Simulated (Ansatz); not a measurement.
# MnS: which shell does photoemission see at 21.2 and 60 eV? (PBE)

The valence band of MnS mixes several shells. Work out by hand which one leads the spectrum's area at each photon energy.

Filled states come from the projected DOS of Ansatz 0.2.0 (PBE, plane waves); cross sections σ and asymmetry parameters β are those of free atoms in a Dirac–Hartree–Slater calculation. A shell's area is states × σ × angular factor, which is 1 − β·P₂(cos θ)/2 for unpolarised light, with θ = 90° from the beam and P₂ = -0.500.

**At 21.2 eV** (states counted from 11.2 eV below the zero; other shells add 0.047 to the products' sum of 13.9):

| shell | filled states a cell | cross section (Mb an electron) | β | angular factor | product | share by hand (%) | share in the simulated spectrum (%) |
| --- | --- | --- | --- | --- | --- | --- | --- |
| Mn 3d | 5.40 | 1.16 | -0.13 | 0.97 | 6.06 | 43 | 43 |
| S 3p | 4.96 | 1.08 | 1.85 | 1.46 | 7.84 | 56 | 56 |

**At 60 eV** (states counted from 16.3 eV below the zero; other shells add 0.57 to the products' sum of 10.1):

| shell | filled states a cell | cross section (Mb an electron) | β | angular factor | product | share by hand (%) | share in the simulated spectrum (%) |
| --- | --- | --- | --- | --- | --- | --- | --- |
| Mn 3d | 5.47 | 1.34 | 0.55 | 1.14 | 8.35 | 83 | 83 |
| S 3p | 4.98 | 0.182 | 1.01 | 1.25 | 1.14 | 11 | 11 |

S 3p leads at 21.2 eV and Mn 3d at 60 eV. Between the two energies σ of S 3p changes by a factor 0.17 and that of Mn 3d by 1.2, so their ratio moves 6.8-fold in favour of the second. The simulated spectrum uses the same rule on the energy-resolved DOS, so the two share columns agree within a few points.

The angular factor decides the lead at one of the energies. Only crystals where the two columns agree within 4 points and the lead is clear are worked in this form. Free-atom cross sections ignore the solid's final states, no escape depth or background enters, and the count of states a shell hangs on the projection.
